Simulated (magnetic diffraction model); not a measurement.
## HoB₂Rh₂: what an assumed order does to the neutron pattern

Space group I4/mmm (no. 139), a = 3.7160 Å, c = 9.4870 Å.

```
site  atom    x  y       z
  2a    Ho    0  0       0
  4d    Rh  1/2  0     1/4
  4e     B    0  0  0.3853
```

The compound is invented for this exercise: a known structure type with other elements, its cell scaled to their sizes and not relaxed.

Only Ho is taken to order (form factors of Ho3+); orders and moment sizes are assumed, and not adapted to the symmetry. Radiation: neutrons of λ = 2.0775 Å (absorption by B left out), 5° to 100°; isotropic B of 0.57 Å² (Ho), 0.61 Å² (Rh) and 0.84 Å² (B). Simulated constant-wavelength pattern: nuclear and magnetic terms add, the magnetic one as |2.695 fm × Σ f S⊥ exp(2πi Q·r) exp(−B s²)|², summed over all Q at one angle with the factor 1/(sin²θ cos θ). For collinear order S is the moment m, which repeats by lattice and centring translations R with the sign exp(−2πi k·R). Free-ion form factors, Sears's scattering lengths of 1992, no absorption; a label names one of the reflections at its angle. The strongest nuclear line in the range is 100, and lines under 0.2 are left out.

Assume the order k = (1/2 0 1/2), collinear moments along [110], 7.4 μB on Ho.

Predict the pattern, nuclear and magnetic parts apart.

```tsv
2θ (°)	index	nuclear	magnetic
17.27	(1/2 0 1/2)	0.0	104.0
24.91	(1/2 0 -3/2)	0.0	67.5
25.30	(0 0 2)	1.3	0.0
35.80	(1/2 0 5/2)	0.0	35.0
37.00	(1/2 1 -1/2)	0.0	37.4
41.35	(1/2 1 3/2)	0.0	34.4
46.57	(1 1 0)	6.6	0.0
48.15	(1/2 0 -7/2)	0.0	18.8
49.10	(1/2 1 -5/2)	0.0	27.3
50.03	(3/2 0 -1/2)	0.0	9.3
51.10	(1 0 3)	47.0	0.0
51.95	(0 0 4)	5.5	0.0
53.53	(3/2 0 3/2)	0.0	8.8
53.73	(1 1 2)	100.0	0.0
59.27	(1/2 1 7/2)	0.0	19.5
60.10	(3/2 0 -5/2)	0.0	7.7
60.92	(3/2 1 1/2)	0.0	11.6
61.62	(1/2 0 9/2)	0.0	10.7
64.01	(3/2 1 -3/2)	0.0	11.1
67.98	(2 0 0)	69.7	0.0
69.23	(3/2 0 7/2)	0.0	6.1
69.99	(3/2 1 5/2)	0.0	10.1
70.74	(1/2 2 1/2)	0.0	8.1
71.39	(1/2 1 -9/2)	0.0	13.4
72.31	(1 1 4)	26.5	0.0
73.63	(1/2 2 -3/2)	0.0	7.8
73.80	(2 0 2)	0.8	0.0
75.86	(1 0 5)	39.2	0.0
76.37	(1/2 0 -11/2)	0.0	6.5
78.56	(3/2 1 -7/2)	0.0	8.5
79.28	(1/2 2 5/2)	0.0	7.2
80.63	(3/2 0 -9/2)	0.0	4.6
82.14	(0 0 6)	1.7	0.0
85.45	(1/2 1 11/2)	0.0	9.2
87.59	(1/2 2 -7/2)	0.0	6.3
89.01	(5/2 0 1/2)	0.0	7.1
89.62	(3/2 1 9/2)	0.0	6.9
89.84	(2 1 3)	40.5	0.0
90.50	(2 0 4)	10.2	0.0
91.76	(3/2 2 3/2)	0.0	6.9
92.99	(1/2 0 13/2)	0.0	4.2
94.41	(3/2 0 11/2)	0.0	3.5
97.27	(5/2 0 5/2)	0.0	6.6
97.99	(5/2 1 -1/2)	0.0	3.9
98.61	(1/2 2 9/2)	0.0	5.4
```

The strongest magnetic line in the range is (1/2 0 1/2) at 17.27° (104.0). On top of the Lorentz factor, which all lines share, magnetic lines fade with angle because f falls: for Ho3+ it is 0.96, 0.85, 0.71 and 0.44 at sin θ/λ = 0.1, 0.2, 0.3 and 0.5 Å⁻¹, while nuclear lengths stay constant. The order has no net moment.

[Logs are printed without paths, hosts, clocks, repeated set-up lines and the standing remarks that a program may print on its own settings, such as how far it seeks lower states.]
